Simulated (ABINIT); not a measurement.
Computed results, one entry a study.

```
How the form of the self-energy moves the gap of CdTe (F-43m)
1.0
     0.00000    3.24000    3.24000
     3.24000    0.00000    3.24000
     3.24000    3.24000    0.00000
Cd Te
1 1
Direct
  0.00000 0.00000 0.00000
  0.25000 0.25000 0.25000
# method: RPA screening on PBE, plane waves, norm-conserving pseudopotentials (and 3 further levels or steps)
# program: ABINIT 10.8.3
# settings: cutoff 47 Ha, PseudoDojo scalar-relativistic 0.4.1 standard, norm-conserving, ngkpt (4, 4, 4), nband 221, ecuteps 7 Ha, inclvkb 2, shiftk (0, 0, 0), symchi 1, awtr 1, frequency ppm, 4×4×4 k-mesh
# cost: 7 runs, 9.9 min in all on 4 MPI ranks of Arm Neoverse V1, shared host
# notes: The cell and positions come from the Crystallography Open Database and are kept as given unless a step says otherwise. Limits: mesh may overstate the screening; no spin-orbit coupling. The 4×4×4 mesh is coarse for this cell, which bears on the long-range parts of exchange and screening. The norm-conserving file of at least one element keeps a d shell over frozen s and p shells of the same row. Exchange with those shells is missing from the self-energy, an error of 0.3 to 0.9 eV in cases checked, whose sign depends on which edge lies on those atoms. For the PBE start: The RPA ε∞ on this mesh reaches over 25; with a narrow direct gap a coarse mesh can overstate it, and the correction is then too small.
# G0W0, Godby-Needs plasmon pole: 1.857 eV
# G0W0, Hybertsen-Louie plasmon pole: 1.867 eV
# G0W0, von der Linden-Horsch plasmon pole: 1.828 eV
# G0W0, Engel-Farid plasmon pole: 1.694 eV
# one-shot Hartree-Fock: 7.300 eV
# known limits: short of the basis limit; exchange with frozen shells missing; mesh may overstate the screening; no spin-orbit coupling; coarse k mesh
```

[Long decimals in the printed logs are rounded to 6 places.]

[Logs are printed without paths, hosts, clocks, repeated set-up lines and the standing remarks that a program may print on its own settings, such as how far it seeks lower states.]

[Paths, hosts, dates, memory and timing lines, banners, echoed tables and standing remarks are left out of the program output; an Ansatz launch command may be rebuilt from the run's recorded settings. Measured values are a selection of at most five: reports struck by readers or far from the other reports are left out. None is set beside runs whose start may be inverted or whose files or cutoffs have a known fault.]

[Runs of the session that timed out or met a known fault of the program may be left out.]

[Hosts, paths, dates, database ids (printed as entryN), source tags and the programs' standing remarks are cut or masked in the printed files.]

[G0W0 gaps are taken among the corrected bands and points alone; a level outside them can change the order at an edge.]

[Where Ansatz stands beside ABINIT at settings called matched, ABINIT's density can come from a denser mesh and the files from another edition; pairs whose starting gaps differed by over 0.03 eV were left out, so agreement reads better than it is.]
